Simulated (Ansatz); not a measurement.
## TiC (Fm-3m): zone-centre modes under pressure

Aim: how do the optical modes of TiC (Fm-3m) move with volume?

Method: DFT LDA, scalar-relativistic, plane waves, PAW; PAW set soft_1, in Ansatz 0.2.0.

The database entry behind the starting cell differs from later determinations by our own check (0.1 to 0.3 % short, probably kX units), so it need not match the best structure at ambient conditions.

## Step 1: The starting structure

The structure is cubic, space group Fm-3m (No. 225). Conventional cell: a = 4.319 Å, b = 4.319 Å, c = 4.319 Å, α = 90.00°, β = 90.00°, γ = 90.00°. C has 6 Ti at 2.16 Å nearest. Nearest to Ti lie 6 C at 2.16 Å. Farther neighbours are not listed.

Structure file:

```cif
data_structure
_symmetry_space_group_name_H-M 'Fm-3m'
_symmetry_Int_Tables_number 225
_cell_length_a 4.3186
_cell_length_b 4.3186
_cell_length_c 4.3186
_cell_angle_alpha 90.000
_cell_angle_beta 90.000
_cell_angle_gamma 90.000
_cell_volume 80.54
loop_
_atom_site_label
_atom_site_type_symbol
_atom_site_symmetry_multiplicity
_atom_site_Wyckoff_symbol
_atom_site_fract_x
_atom_site_fract_y
_atom_site_fract_z
_atom_site_occupancy
C1 C 4 b 0.50000 0.00000 0.00000 1
Ti1 Ti 4 a 0.00000 0.00000 0.00000 1
```

## Step 2: A rough relaxation first

The start is far from rest, so a relaxation with loose tolerances brings it close first.

The input, input.yaml:

```yaml
crystal:
  lattice:
    - [0.0, 2.1593, 2.1593]
    - [2.1593, 0.0, 2.1593]
    - [2.1593, 2.1593, 0.0]
  atoms:
    - { symbol: C, position: [0.5, 0.5, 0.5] }
    - { symbol: Ti, position: [0.0, 0.0, 0.0] }
kpoints:
  mp_grid: { grid: [8, 8, 8] }
hamiltonian:
  xc: lda
  pseudopotentials: { kind: paw, azcp: { folder: soft_1 }, xc_functional: pbe }
scf:
  occupations: { method: gaussian, width: 0.1 }
output:
  forces: true
  stress: true
  eigenvalues: true
relax:
  adjacent_minimum: "off"
  f_tol: 0.05
  max_steps: 80
  cell: { stress_tol: 0.5 }
```

On the command line:

```
ansatz run input.yaml --threads 4 --pin off --max-ram 10240MiB --backend cpu --events-out ev --progress --plain --runs-dir out
```

Numbers of over 12 decimals in the logs are rounded to 6 here.

Log:

```text
The last accepted step is kept in <dir> (removed where the run ends without a failure and the disk answers)
Engine: ansatz 0.2.0, x86_64-unknown-linux-gnu
Pseudopotentials: kind: paw
Pseudopotential: C, paw, valence charge 4, recommended cutoff 420 eV (normal), soft_1/C.paw.azcp
Pseudopotential: Ti, paw, valence charge 12, recommended cutoff 420 eV (normal), soft_1/Ti.paw.azcp
Functional definition: SPW92
[...]
--- Relaxed structure (3 steps of the walk, 3 accepted, 1 SCFs on fresh bases) ---
  F+E_penalty+E_count = -2695.18508529 eV   max|allowed force component| = 8.940e-30 eV/Å   (the final SCF, on the basis selected at the relaxed cell)
  cell:  # Å, volume = 19.3384 Å³
    - [0, 2.130413, 2.130413]
    - [2.130413, 0, 2.130413]
    - [2.130413, 2.130413, 0]
  atoms:
    - { symbol: C, position: [0.500000, 0.500000, 0.500000] }
    - { symbol: Ti, position: [0, 0, 0] }
[key lines of the parts left out:]
SCF converged after 6 iterations
Free energy (F): -2695.185085 eV
Fermi energy:    15.120758 eV
P = ⅓ Tr σ = -0.0001 GPa (-0.001 kbar)
```

The job ended after 1.1 s (4 threads of AMD EPYC 7B13 (Zen 3), shared host; peak memory 0.34 GiB; 2.8 s of CPU time).

The steps of the relaxation:

```tsv
step	energy less that of the first step (eV)	largest force component (eV/Å)	pressure (GPa)	volume (Å³)
1	0.0000	0.0000	-10.51	20.14
2	-0.0276	0.0000	-1.19	19.43
3	-0.0281	0.0000	0.07	19.34
4*	-0.0271	0.0000	0.00	19.34
```

Relaxation steps marked * repeat the geometry before them on a plane-wave basis chosen anew for their cell, so energy and pressure can jump there.

Forces are held to the 48 operations that the run works with; a distortion that breaks them can't arise in this run.

```tsv
conventional cell, symmetrised	before	after	change
a (Å)	4.319	4.261	-1.3 %
b (Å)	4.319	4.261	-1.3 %
c (Å)	4.319	4.261	-1.3 %
volume (Å³/atom)	10.07	9.67	-4.0 %
```

The relaxed structure:

```
C Ti
1.0
     0.00000    2.13041    2.13041
     2.13041    0.00000    2.13041
     2.13041    2.13041    0.00000
C Ti
1 1
Direct
  0.50000 0.50000 0.50000
  0.00000 0.00000 0.00000
```

This step gave:

- pressure: -7.42e-5 GPa
- volume per atom: 9.669 Å³
- gap on the k-mesh: 0 eV

In this step the volume went from 10.07 to 9.67 Å³/atom.

## Step 3: Relaxation

Harmonic phonons are second derivatives at a point where the forces vanish, and they are wanted at zero stress, so atoms and cell are relaxed first.

input.yaml, the sections that differ from step 2:

```yaml
crystal:
  lattice:
    - [0.0, 2.1304133787, 2.1304133787]
    - [2.1304133787, 0.0, 2.1304133787]
    - [2.1304133787, 2.1304133787, 0.0]
  atoms:
    - { symbol: C, position: [0.5, 0.5, 0.5] }
    - { symbol: Ti, position: [0.0, 0.0, 0.0] }
kpoints:
  mp_grid: { grid: [16, 16, 16] }
output:
  forces: true
  stress: true
  eigenvalues: true
  write_density: true
  write_potential: true
  elf: true
  volumetric_format: npy
relax:
  adjacent_minimum: "off"
  f_tol: 0.005
  max_steps: 80
  cell: { stress_tol: 0.05 }
# hamiltonian, scf: as in step 2
```

Log:

```text
[...]
Crystal: 2 atoms, lattice volume = 19.338 Å³
Basis set: ecut = 420 eV, 339 PW (Γ)
Bands: 12, of which v1, the nominal top of the filled ones, is band 8 counted from 1 (7 counted from 0)
Symmetry: 48 space group operations
[...]
k-points: 145 of 4096
[...]
SCF iter   1: F=—  HF=-2696.233929 eV  |F-HF|=—  |Δ(HF+E_count)|=         —  Δρ=1.44e-1  dr2=5.13e0  ethr=3.10e-3  ⟨swp⟩=4.4  Hψ=8633  notcnv=0
[...]
SCF iter   7: F=-2695.187017 eV  HF=-2695.187017 eV  |F-HF|=6.77e-10  |Δ(HF+E_count)|=  4.80e-10  Δρ=2.30e-6  dr2=8.55e-10  ethr=4.76e-10  ⟨swp⟩=5.2  Hψ=8272  notcnv=0
SCF 1 converged in 7 iterations: F = -2695.187017 eV  dr2 = 8.55e-10
[...]
relax step   1: F+E_penalty+E_count = -2695.18701674 eV  Δ(F+E_penalty+E_count) = +0.000e0 eV  max|allowed force component| = 2.590e-29 eV/Å  Δτ_max = 0.0000 Å  P = -0.010 GPa  Ω = 19.338 Å³  (7 SCF iters, dr2 threshold 1.00e-7 eV, accepted)
[...]
SCF iter   7: F=-2695.187017 eV  HF=-2695.187017 eV  |F-HF|=4.55e-13  |Δ(HF+E_count)|=    0.00e0  Δρ=2.28e-10  dr2=1.15e-17  ethr=1.00e-12  ⟨swp⟩=1.7  Hψ=4213  notcnv=0
SCF 2 converged in 7 iterations: F = -2695.187017 eV  dr2 = 1.15e-17
relax step   2: F+E_penalty+E_count = -2695.18701674 eV  Δ(F+E_penalty+E_count) = -4.593e-10 eV  max|allowed force component| = 2.314e-29 eV/Å  Δτ_max = 0.0000 Å  P = -0.010 GPa  Ω = 19.338 Å³  stress off target by 9.55e-3 GPa  SCF on the basis re-selected at this cell (its energy is not comparable with the rows above)  (7 SCF iters)
basis re-selected at this cell: Δ(F+E_penalty+E_count) = -4.593e-10 eV, ΔP = -0.000 GPa vs the last step (what re-selecting the basis moved, of the pressure what is left beyond the Pulay correction that the steps carried, after the strain that the cell walked since its last selection, with what the two solves' SCF thresholds leave and, on support functions, any second-order correction that the steps lacked; it is no  [...]
SCF converged after 7 iterations
Free energy (F): -2695.187017 eV
[...]
Internal energy: -2695.185172 eV  (E = F + TS)
E sigma→0 (E₀):  -2695.186094 eV
Entropy (-TS):   -0.001845 eV (-0.923 meV/atom)
Fermi energy:    15.154882 eV
[...]
--- Stress (GPa, compression-positive) ---
       -0.009550       0.000000       0.000000
        0.000000      -0.009550      -0.000000
       -0.000000       0.000000      -0.009550
  P = ⅓ Tr σ = -0.0096 GPa (-0.096 kbar)
--- Band table (eV; the first three rows and the last of 145) ---
  k-point 0: bands = [... 4 lower, 2.7258, 15.8221, 15.8221, 15.8221, 16.9265, 16.9265, 16.9265, 16.9994]
  k-point 1: bands = [... 4 lower, 2.8208, 15.3749, 15.6344, 15.6344, 16.2257, 16.2257, 17.1742, 18.0257]
  k-point 2: bands = [... 4 lower, 3.0992, 14.4844, 14.8536, 14.8536, 16.2862, 16.2862, 17.5306, 19.1490]
  k-point 144: bands = [... 4 lower, 5.7131, 11.9561, 11.9561, 12.3580, 18.1006, 18.1006, 18.9039, 20.7488]
--- Relaxed structure (1 steps of the walk, 1 accepted, 1 SCFs on fresh bases) ---
[...]
cell:  # Å, volume = 19.3384 Å³
    - [0.0, 2.1304133787, 2.1304133787]
    - [2.1304133787, 0.0, 2.1304133787]
    - [2.1304133787, 2.1304133787, 0.0]
  atoms:
    - { symbol: C, position: [0.500000, 0.500000, 0.500000] }
    - { symbol: Ti, position: [0.0, 0.0, 0.0] }
```

Elapsed: 1.6 s, on 4 threads; peak memory 0.4 GiB; 5 s of CPU time.

Little changed from the start: no atom moved by 0.005 Å and no cell edge by 0.1 %.

This step gave:

```
pressure : -0.009550 GPa
```

Electrostatic potential energy in the ac plane of the conventional cell at fractional y = 0.000, with atoms of C and Ti within 0.2 Å of it. With pseudopotentials it is smooth inside the atoms' cores, unlike the true potential.

Values in eV, 14 rows by 14 columns, each cell a mean:
```
-28 -26 -14   5  10  -9 -35 -39 -25   3  10  -4 -21 -27
-23 -18  -4  10  13   7  -9 -14  -1  11  13   5 -12 -21
 -6   0   9  14  15  13  10   8  12  15  15  12   5  -4
  9  11  14  15  14  10   5   3   7  12  15  15  13  10
 -1   7  14  14   9  -4 -14 -16 -11   2  12  15  11   3
-31 -15   7  11   0 -18 -26 -26 -23 -11   7  12  -1 -25
-40 -31  -1   9  -6 -23 -28 -28 -26 -16   3   8 -14 -39
-39 -25   3  10  -4 -21 -27 -28 -26 -14   5  10  -9 -35
-14  -1  11  13   5 -12 -21 -23 -18  -4  10  13   7  -9
  8  12  15  15  12   5  -4  -6   0   9  14  15  13  10
  3   7  12  15  15  13  10   9  11  14  15  14  10   5
-16 -11   2  12  15  11   3  -1   7  14  14   9  -4 -14
-26 -23 -11   7  12  -1 -25 -31 -15   7  11   0 -18 -26
-28 -26 -16   3   8 -14 -39 -40 -31  -1   9  -6 -23 -28
```
Columns run along a (4.3 Å; values clipped at the 3rd and 97th percentile), rows up along c (4.3 Å), edges of the conventional cell, whose origin can differ from the input's. Atoms in or near the plane, at fractional coordinates: C at (0.50, 0.00), C at (0.00, 0.50), Ti at (0.00, 0.00), Ti at (0.50, 0.50).

Valence density in the ac plane of the conventional cell at fractional y = 0.000, with atoms of C and Ti within 0.2 Å of it. It is the smooth field of the valence electrons, not physical close to the nuclei.

Ten even steps from '_' (0 e/Å³) to '@' (11 e/Å³), each cell a mean:
```
%%++..______......______--##
--::____________________..--
____________________________
____________________________
____________......__________
..________::++**--..______..
....______--%%@@**..______..
....______--##%%++..______..
__________..----::__________
____________________________
____________________________
....______________________..
**--..______....________::++
@@**..______......______--%%
```
Columns run along a (4.3 Å), rows up along c (4.3 Å), edges of the conventional cell, whose origin can differ from the input's. Atoms in or near the plane, at fractional coordinates: C at (0.50, 0.00), C at (0.00, 0.50), Ti at (0.00, 0.00), Ti at (0.50, 0.50).

ELF in the ac plane of the conventional cell at fractional y = 0.000, with atoms of C and Ti within 0.2 Å of it. It is the smooth field of the valence electrons, not physical close to the nuclei.

Values, 14 rows by 14 columns, each cell a mean:
```
0.68 0.72 0.50 0.28 0.60 0.72 0.40 0.27 0.59 0.73 0.43 0.33 0.64 0.70
0.69 0.56 0.26 0.22 0.57 0.76 0.72 0.69 0.76 0.71 0.39 0.19 0.41 0.64
0.37 0.25 0.14 0.21 0.42 0.57 0.60 0.61 0.59 0.51 0.30 0.15 0.19 0.33
0.44 0.41 0.36 0.27 0.21 0.22 0.28 0.32 0.26 0.20 0.21 0.30 0.39 0.43
0.72 0.73 0.65 0.36 0.14 0.26 0.50 0.56 0.41 0.19 0.20 0.51 0.71 0.73
0.49 0.67 0.73 0.41 0.25 0.56 0.72 0.72 0.67 0.41 0.26 0.59 0.76 0.59
0.10 0.49 0.72 0.44 0.37 0.69 0.68 0.61 0.72 0.56 0.32 0.61 0.69 0.27
0.27 0.59 0.73 0.43 0.33 0.64 0.70 0.68 0.72 0.50 0.28 0.60 0.72 0.40
0.69 0.76 0.71 0.39 0.19 0.41 0.64 0.69 0.56 0.26 0.22 0.57 0.76 0.72
0.61 0.59 0.51 0.30 0.15 0.19 0.33 0.37 0.25 0.14 0.21 0.42 0.57 0.60
0.32 0.26 0.20 0.21 0.30 0.39 0.43 0.44 0.41 0.36 0.27 0.21 0.22 0.28
0.56 0.41 0.19 0.20 0.51 0.71 0.73 0.72 0.73 0.65 0.36 0.14 0.26 0.50
0.72 0.67 0.41 0.26 0.59 0.76 0.59 0.49 0.67 0.73 0.41 0.25 0.56 0.72
0.61 0.72 0.56 0.32 0.61 0.69 0.27 0.10 0.49 0.72 0.44 0.37 0.69 0.68
```
Columns run along a (4.3 Å), rows up along c (4.3 Å), edges of the conventional cell, whose origin can differ from the input's. Atoms in or near the plane, at fractional coordinates: C at (0.50, 0.00), C at (0.00, 0.50), Ti at (0.00, 0.00), Ti at (0.50, 0.50).

In this step the volume went from 9.67 to 9.67 Å³/atom.

## Step 4: Tight relaxation

Phonons need small forces and stress, so the relaxation is finished with tight tolerances on 16×16×16 k points.

input.yaml, the sections that differ from step 3:

```yaml
scf:
  occupations: { method: methfessel_paxton, width: 0.2 }
output:
  forces: true
  stress: true
  eigenvalues: true
relax:
  adjacent_minimum: "off"
  f_tol: 0.001
  max_steps: 60
  cell: { stress_tol: 0.01 }
# crystal, kpoints, hamiltonian: as in step 3
```

Log:

```text
[...]
Crystal: 2 atoms, lattice volume = 19.338 Å³
Basis set: ecut = 420 eV, 339 PW (Γ)
Bands: 12, of which v1, the nominal top of the filled ones, is band 8 counted from 1 (7 counted from 0)
Symmetry: 48 space group operations
[...]
k-points: 145 of 4096
[...]
k-point 144: bands = [... 4 lower, 5.7134, 11.9562, 11.9562, 12.3582, 18.1003, 18.1003, 18.9034, 20.7485]
--- Relaxed structure (1 steps of the walk, 1 accepted, 1 SCFs on fresh bases) ---
[...]
cell:  # Å, volume = 19.3384 Å³
    - [0.0, 2.1304133787, 2.1304133787]
    - [2.1304133787, 0.0, 2.1304133787]
    - [2.1304133787, 2.1304133787, 0.0]
  atoms:
    - { symbol: C, position: [0.500000, 0.500000, 0.500000] }
    - { symbol: Ti, position: [0.0, 0.0, 0.0] }
[key lines of the parts left out:]
SCF converged after 4 iterations
Free energy (F): -2695.186354 eV
Fermi energy:    15.157859 eV
P = ⅓ Tr σ = -0.0083 GPa (-0.083 kbar)
```

Wall time 1.4 s (4 threads); peak memory 0.41 GiB; 4.4 s of CPU time.

Little changed from the start: no atom moved by 0.005 Å and no cell edge by 0.1 %.

Numbers from this step:

```
pressure : -0.008301 GPa
```

The forces vanish by symmetry and the pressure is -0.008 GPa, within the tolerances set. The cell now holds 9.67 Å³/atom.

## Step 5: Modes at rest

Phonons follow from the second derivative of the energy, found here by linear response.

The modes at rest are the reference of the series.

input.yaml: that of step 4 with these lines changed.

```diff
@@ -16,9 +16,4 @@
 output:
-  forces: true
-  stress: true
   eigenvalues: true
-relax:
-  adjacent_minimum: "off"
-  f_tol: 0.001
-  max_steps: 60
-  cell: { stress_tol: 0.01 }
+phonons:
+  method: dfpt
```

Log:

```text
[...]
Crystal: 2 atoms, lattice volume = 19.338 Å³
Basis set: ecut = 420 eV, 339 PW (Γ), exchange–correlation on 48×48×48 points (8 copies of the dense FFT grid, shifted against one another)
Bands: 12, of which v1, the nominal top of the filled ones, is band 8 counted from 1 (7 counted from 0)
Symmetry: 48 space group operations
k-points: 349 of 4096 (irreducible under 8 space group operations, time reversal used)
[...]
SCF iter   1: F=—  HF=-2696.233538 eV  |F-HF|=—  |Δ(HF+E_count)|=         —  Δρ=1.44e-1  dr2=5.13e0  ethr=3.10e-3  ⟨swp⟩=4.3  Hψ=20289  notcnv=0
[...]
SCF iter   8: F=-2695.186354 eV  HF=-2695.186354 eV  |F-HF|=1.36e-12  |Δ(HF+E_count)|=  1.48e-10  S|Δr|=    0.00e0  Δρ=1.31e-7  dr2=1.96e-12  ethr=1.00e-12  ⟨swp⟩=3.8  Hψ=19248  notcnv=0
SCF 1 converged in 8 iterations: F = -2695.186354 eV  dr2 = 1.96e-12
[...]
DFPT response loops at Γ: preconditioner auto → Kerker (q_TF=auto, 2.643 Å⁻¹) (partly filled bands, converged f_vac=0.000); β = 1.00, the filter's whole step (`scf.mixing.beta` (0.50) is not read by the response loops under this deck's `scf.mixing.preconditioner`; to damp them name `kerker` or `kerker_dos`, under which they read `scf.mixing.beta`, and type it under 1.00, their step now; both keys bind the ground state too); Broyden in place of MSR1
SCF converged after 8 iterations
[...]
Free energy (F): -2695.186354 eV
[...]
Internal energy: -2695.186048 eV  (E = F + TS)
E sigma→0 (E₀):  -2695.186278 eV
Entropy (-TS):   -0.000306 eV (-0.153 meV/atom)
Fermi energy:    15.157858 eV
[...]
--- Band table (eV; the first three rows and the last of 349) ---
  k-point 0: bands = [... 4 lower, 2.7261, 15.8217, 15.8217, 15.8217, 16.9270, 16.9270, 16.9270, 16.9990]
  k-point 1: bands = [... 4 lower, 2.8210, 15.3747, 15.6342, 15.6342, 16.2255, 16.2255, 17.1744, 18.0257]
  k-point 2: bands = [... 4 lower, 3.0995, 14.4844, 14.8537, 14.8537, 16.2859, 16.2859, 17.5307, 19.1490]
  k-point 348: bands = [... 4 lower, 5.7134, 11.9562, 11.9562, 12.3582, 18.1003, 18.1003, 18.9034, 20.7485]
--- Phonons (Γ-DFPT): 2 representative perturbations + reference, on 349 of 4096 k-points (Σ response iterations 6) ---
  k mesh reduced under 8 symmetry operations, with k and −k counted as one. Each operation leaves every solved perturbation unchanged. A smaller set is not used because it would not reduce the number of displacements times k-points to solve
  ASR residual: 6.112e-5 → 0.000e0 eV/Å²; symmetrization residual: 2.874e-7 eV/Å²
  ASR residual per site (eV/Å²): 4.45e-5 6.11e-5
  Γ frequencies (cm⁻¹): 0.00 0.00 0.00 554.88 554.88 554.88
  non-analytic LO–TO correction: not included (Born effective charges unavailable; polar crystals: no LO–TO splitting at Γ)
```

It took 5.9 s on 4 threads; peak memory 0.61 GiB.

In the SCF lines HF is the Harris–Foulkes energy and dr2 the Hartree energy of the density residual, in eV; the loop may stop once dr2 is under the threshold and the program's other checks hold. Hψ counts applications of the Hamiltonian.

Numbers from this step:

| Item | Value |
| --- | --- |
| sum-rule residual before enforcement | 6.11e-5 eV/Å² |
| point group | m-3m |
| highest optical mode at the zone centre (no LO-TO term) | 554.9 cm⁻¹ |
| lowest optical zone-centre mode | 554.9 cm⁻¹ |

Patterns of degenerate modes are one choice out of their space. The modes at Γ (shares of kinetic energy by element, %):

```tsv
mode	frequency (cm⁻¹)	symmetry	C %	Ti %
1	0.0	acoustic	20	80
2	0.0	acoustic	20	80
3	0.0	acoustic	20	80
4	554.9	T1u	80	20
5	554.9	T1u	80	20
6	554.9	T1u	80	20
```

Displacements in mode 4 (554.9 cm⁻¹), the largest set to 1:
```
C1   0.00  0.00  1.00
Ti2  0.00  0.00 -0.25
```

Before it was imposed, the acoustic sum rule was missed by 6.1e-5 eV/Å². Small misses are needed for a sound result but don't prove that mesh and cutoff are converged. The lowest optical mode is real, 555 cm⁻¹.

## Step 6: Ground state of a member: 1.06 times the volume at rest

The cell is set to 1.06 times the volume at rest; symmetry leaves nothing else free, so this is a single point.

input.yaml, the sections that differ from step 5:

```yaml
crystal:
  lattice:
    - [0.0, 2.172196798, 2.172196798]
    - [2.172196798, 0.0, 2.172196798]
    - [2.172196798, 2.172196798, 0.0]
  atoms:
    - { symbol: C, position: [0.5, 0.5, 0.5] }
    - { symbol: Ti, position: [0.0, 0.0, 0.0] }
output:
  forces: true
  stress: true
  eigenvalues: true
# kpoints, hamiltonian, scf: as in step 5
# phonons: removed
```

Log:

```text
[...]
Crystal: 2 atoms, lattice volume = 20.499 Å³
Basis set: ecut = 420 eV, 411 PW (Γ)
Bands: 12, of which v1, the nominal top of the filled ones, is band 8 counted from 1 (7 counted from 0)
Symmetry: 48 space group operations
[...]
k-points: 145 of 4096
[...]
SCF iter   1: F=—  HF=-2696.130849 eV  |F-HF|=—  |Δ(HF+E_count)|=         —  Δρ=1.38e-1  dr2=5.10e0  ethr=3.10e-3  ⟨swp⟩=4.2  Hψ=8254  notcnv=0
[...]
SCF iter   7: F=-2695.130688 eV  HF=-2695.130688 eV  |F-HF|=9.74e-10  |Δ(HF+E_count)|=   1.13e-7  S|Δr|=    0.00e0  Δρ=2.30e-6  dr2=9.15e-10  ethr=6.25e-10  ⟨swp⟩=5.0  Hψ=7461  notcnv=0
SCF 1 converged in 7 iterations: F = -2695.130688 eV  dr2 = 9.15e-10
[...]
SCF converged after 7 iterations
[...]
Free energy (F): -2695.130688 eV
[...]
Internal energy: -2695.130304 eV  (E = F + TS)
E sigma→0 (E₀):  -2695.130592 eV
Entropy (-TS):   -0.000384 eV (-0.192 meV/atom)
Fermi energy:    14.147235 eV
[...]
--- Stress (GPa, compression-positive) ---
      -14.633335       0.000000       0.000000
        0.000000     -14.633335       0.000000
        0.000000       0.000000     -14.633335
  P = ⅓ Tr σ = -14.6333 GPa (-146.333 kbar)
--- Band table (eV; the first three rows and the last of 145) ---
  k-point 0: bands = [... 4 lower, 1.9781, 14.7935, 14.7935, 14.7935, 15.8415, 15.8415, 15.8415, 15.8646]
  k-point 1: bands = [... 4 lower, 2.0664, 14.3728, 14.6148, 14.6148, 15.1629, 15.1629, 16.0634, 16.8491]
  k-point 2: bands = [... 4 lower, 2.3258, 13.5217, 13.8773, 13.8773, 15.2192, 15.2192, 16.3813, 17.9003]
  k-point 144: bands = [... 4 lower, 4.8623, 11.0538, 11.0538, 11.4855, 16.8915, 16.8915, 17.6014, 19.2681]
```

Wall time 0.73 s (4 threads); peak memory 0.38 GiB; 2.1 s of CPU time.

Numbers from this step:

```
pressure        : -14.63 GPa
volume per atom : 10.25 Å³
```

The forces vanish by symmetry, at a pressure of -14.63 GPa.

(Continued in part 2 of 2.)

[Logs are printed without paths, hosts, clocks, repeated set-up lines and the standing remarks that a program may print on its own settings, such as how far it seeks lower states.]

[Hosts, paths, dates, database ids (printed as entryN), source tags and the programs' standing remarks are cut or masked in the printed files.]
